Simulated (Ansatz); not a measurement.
# PbS (Galena): converging the G0W0 gap

How do accuracy and time trade against each other in G0W0 on PbS (Galena)?

Main program and level: Ansatz 0.2.0; G0W0 on PBE, plane waves, PAW; PAW set soft_1.

Report form: the programs' logs are mostly left out.

The database entry behind the starting cell differs from later determinations by our own check (about 0.1 % short), so it need not match the best structure at ambient conditions.

## Step 1: The starting structure

It takes space group Fm-3m (No. 225, cubic). Conventional cell: a = 5.931 Å, b = 5.931 Å, c = 5.931 Å, α = 90.00°, β = 90.00°, γ = 90.00°. Nearest to Pb lie 6 S at 2.97 Å. S has 6 Pb at 2.97 Å nearest. Farther neighbours and most contacts between anions are not listed.

The cell and positions come from the Crystallography Open Database and are kept as given unless a step says otherwise. Spin-orbit coupling is left out unless a step names it.

## Step 2: 55 empty bands, screening to 60 eV

G0W0 replaces the xc potential by the self-energy, built once from these orbitals. Only a window of levels is corrected, while the sums run over the empty bands that the input names. This step takes PAW set soft_1 files.

File input.yaml:

```yaml
crystal:
  lattice:
    - [0.0, 2.96575, 2.96575]
    - [2.96575, 0.0, 2.96575]
    - [2.96575, 2.96575, 0.0]
  atoms:
    - { symbol: Pb, position: [0.0, 0.0, 0.0] }
    - { symbol: S, position: [0.5, 0.5, 0.5] }
kpoints:
  mp_grid: { grid: [4, 4, 4] }
hamiltonian:
  xc: pbe
  pseudopotentials: { kind: paw, azcp: { folder: soft_1 } }
scf:
  occupations: { method: fixed }
gw:
  n_empty_bands: 55
  ecut_chi: 60
  qp_bands: [v2, c2]
  qp_kpoints: band_edges
  screening: { model: contour_deformation }
```

On the command line:

```bash
$ ansatz run input.yaml --threads 24 --pin off --max-ram 82944MiB --backend cuda --events-out ev --progress --plain --runs-dir out --devices 1 --max-vram 78GiB
```

Wall time 2.6 s (1 × NVIDIA GB200 (shared by 2 runs) with 24 threads of Arm Neoverse V2, shared host); peak memory 1.1 GiB.

This step gave:

```yaml
bands_summed: 65
rpa_eps_infinity_on_this_mesh_eigenvalues: 70.34, 70.34, 70.34
plane_waves_in_the_screening_matrix: 59
q_points_in_the_mesh: 64
g0w0_gap_on_the_mesh: 0.3179 eV
k_of_the_valence_top: 0, 0, -0.5
k_of_the_conduction_bottom: 0, 0, -0.5
starting_gap_on_the_mesh: 0.3651 eV
z_at_the_valence_top: 0.7192
z_at_the_conduction_bottom: 0.7439
least_direct_g0w0_gap_on_the_computed_points: 0.3179 eV
```

The gap on the mesh goes from 0.37 eV to 0.32 eV, a correction of −0.05 eV. Between the two edge states, bare exchange in place of the xc potential would open the gap by 4.63 eV, and correlation takes back 4.68 eV.

## Step 3: 155 empty bands, screening to 120 eV

Bands and screening cutoff are moved together, since each hides the error of the other.

input.yaml: that of step 2 with these lines changed.

```diff
@@ -16,4 +16,4 @@
 gw:
-  n_empty_bands: 55
-  ecut_chi: 60
+  n_empty_bands: 155
+  ecut_chi: 120
   qp_bands: [v2, c2]
```

It took 2.7 s on 1 × NVIDIA GB200 (shared by 2 runs) with 24 threads; peak memory 1.1 GiB; 5.5 s of CPU time.

This step gave:

- bands summed: 165
- RPA ε∞ on this mesh (eigenvalues): 69.91, 69.91, 69.91
- plane waves in the screening matrix: 169
- q-points in the mesh: 64
- G0W0 gap on the mesh: 0.4724 eV
- k of the valence top: 0, 0, -0.5
- k of the conduction bottom: 0, 0, -0.5
- starting gap on the mesh: 0.3651 eV
- Z at the valence top: 0.7142
- Z at the conduction bottom: 0.7419
- least direct G0W0 gap on the computed points: 0.4724 eV

Against the run with 4×4×4 mesh, 55 empty bands, screening to 60 eV, PAW set soft_1 files, the gap moves by +0.15 eV.

## Step 4: 335 empty bands, screening to 200 eV

input.yaml: that of step 3 with these lines changed.

```diff
@@ -16,4 +16,4 @@
 gw:
-  n_empty_bands: 155
-  ecut_chi: 120
+  n_empty_bands: 335
+  ecut_chi: 200.0
   qp_bands: [v2, c2]
```

It took 3.9 s on 1 × NVIDIA GB200 (shared by 2 runs) with 24 threads; peak memory 1.3 GiB; 8.2 s of CPU time.

Numbers from this step:

```
bands summed                                 : 345
RPA ε∞ on this mesh (eigenvalues)            : 69.91, 69.91, 69.91
plane waves in the screening matrix          : 331
G0W0 gap on the mesh                         : 0.6054 eV
k of the valence top                         : 0, 0, -0.5
k of the conduction bottom                   : 0, 0, -0.5
starting gap on the mesh                     : 0.3651 eV
least direct G0W0 gap on the computed points : 0.6054 eV
```

Against the run with 4×4×4 mesh, 155 empty bands, screening to 120 eV, PAW set soft_1 files, the gap moves by +0.13 eV.

## Step 5: Changing the frequency model: 4×4×4 mesh, 155 empty bands, screening to 120 eV, plasmon pole, PAW set soft_1 files

A plasmon pole stands in for the full frequency dependence of the screening; this run shows what that costs in accuracy. Bands and cutoff differ from the step before, so it is read against an earlier run that matches them.

input.yaml: that of step 4 with these lines changed.

```diff
@@ -16,6 +16,6 @@
 gw:
-  n_empty_bands: 335
-  ecut_chi: 200.0
+  n_empty_bands: 155
+  ecut_chi: 120
   qp_bands: [v2, c2]
   qp_kpoints: band_edges
-  screening: { model: contour_deformation }
+  screening: { model: godby_needs }
```

The job ended after 2.4 s (1 × NVIDIA GB200 (shared by 2 runs) with 24 threads; peak memory 1.1 GiB).

Numbers from this step:

* bands summed: 165
* plasmon-pole fit frequency: 22.99 eV
* RPA ε∞ on this mesh (eigenvalues): 69.91, 69.91, 69.91
* plane waves in the screening matrix: 169
* G0W0 gap on the mesh: 0.4074 eV
* k of the valence top: 0, 0, -0.5
* k of the conduction bottom: 0, 0, -0.5
* starting gap on the mesh: 0.3651 eV
* least direct G0W0 gap on the computed points: 0.4074 eV

Against the run with 4×4×4 mesh, 155 empty bands, screening to 120 eV, PAW set soft_1 files, the gap moves by −0.06 eV.

## Step 6: The runs together

Times are wall times on 1 × NVIDIA GB200 (shared by 2 runs) with 24 threads of Arm Neoverse V2, shared host, good to a factor of about two.

```tsv
mesh	files	frequency	bands summed	cutoff (eV)	start (eV)	G0W0 (eV)	time	host memory (GiB)
4×4×4	PAW set soft_1	contour deformation	65	60	0.365	0.318	2.6 s	1.1
4×4×4	PAW set soft_1	contour deformation	165	120	0.365	0.472	2.7 s	1.1
4×4×4	PAW set soft_1	contour deformation	345	200	0.365	0.605	3.9 s	1.3
4×4×4	PAW set soft_1	plasmon pole	165	120	0.365	0.407	2.4 s	1.1
```

The parts of the quasiparticle energy at the two band edges (eV; QP = start + Σx + Σc − Vxc):

```tsv
run	edge	start	Σx	Σc	Vxc	Z	QP
65 bands	valence top	8.57	-17.72	1.38	-16.49	0.72	8.72
65 bands	conduction bottom	8.93	-7.82	-3.29	-11.22	0.74	9.03
165 bands	valence top	8.57	-17.72	1.00	-16.49	0.71	8.34
165 bands	conduction bottom	8.93	-7.82	-3.52	-11.22	0.74	8.81
345 bands	valence top	8.57	-17.72	0.78	-16.49	0.71	8.11
345 bands	conduction bottom	8.93	-7.82	-3.61	-11.22	0.74	8.72
```

## Step 7: Summary of results

| Quantity | Value |
| --- | --- |
| 65 bands, 60 eV | 0.318 eV |
| 165 bands, 120 eV | 0.472 eV |
| 345 bands, 200 eV | 0.605 eV |
| estimated limit in bands and cutoff | 0.73 eV |
| mesh and start | 4×4×4, PBE |

**Reading.** A line in one over the bands through the two highest rungs gives 0.73 eV, +0.12 eV from the top rung; the pair below gives 0.57 eV, so the estimate is still climbing. The rungs stand 0.41 eV (65 bands), 0.25 eV (165 bands) and 0.12 eV (345 bands) from it. From 65 to 345 bands the gap moves by +0.29 eV. Σc changes by −0.60 eV at the valence top and −0.32 eV at the conduction bottom, so both edges matter. The plasmon-pole model gives −0.06 eV against contour deformation, 61 % of the correction, and saved no time in this program. The 4×4×4 mesh is coarse for this cell (its supercell is 17 Å along the shortest edge). The RPA ε∞ on it, from the PBE start, is 69.91; such meshes misread the long-range screening, most where the gap is narrow. Where an edge is built on 6p states of lead, bismuth or thallium, scalar-relativistic gaps usually stand too wide, by a few tenths to over one eV. With atoms this heavy and so narrow a gap, spin-orbit coupling can invert the bands. These scalar-relativistic gaps are then model values, not to be set against experiment, and a spin-orbit change taken from DFT can't simply be added. The RPA ε∞ on this mesh reaches over 25; with a narrow direct gap a coarse mesh can overstate it, and the correction is then too small.

[Paths, hosts, dates, memory and timing lines, banners, echoed tables and standing remarks are left out of the program output.]

[Logs are printed without paths, hosts, clocks, repeated set-up lines and the standing remarks that a program may print on its own settings, such as how far it seeks lower states.]

[Runs of the session that timed out or met a known fault of the program may be left out.]

[Cells called generated may have been cut or substituted from an entry of the Crystallography Open Database or the Materials Project.]

[Hosts, paths, dates, database ids (printed as entryN), source tags and the programs' standing remarks are cut or masked in the printed files.]
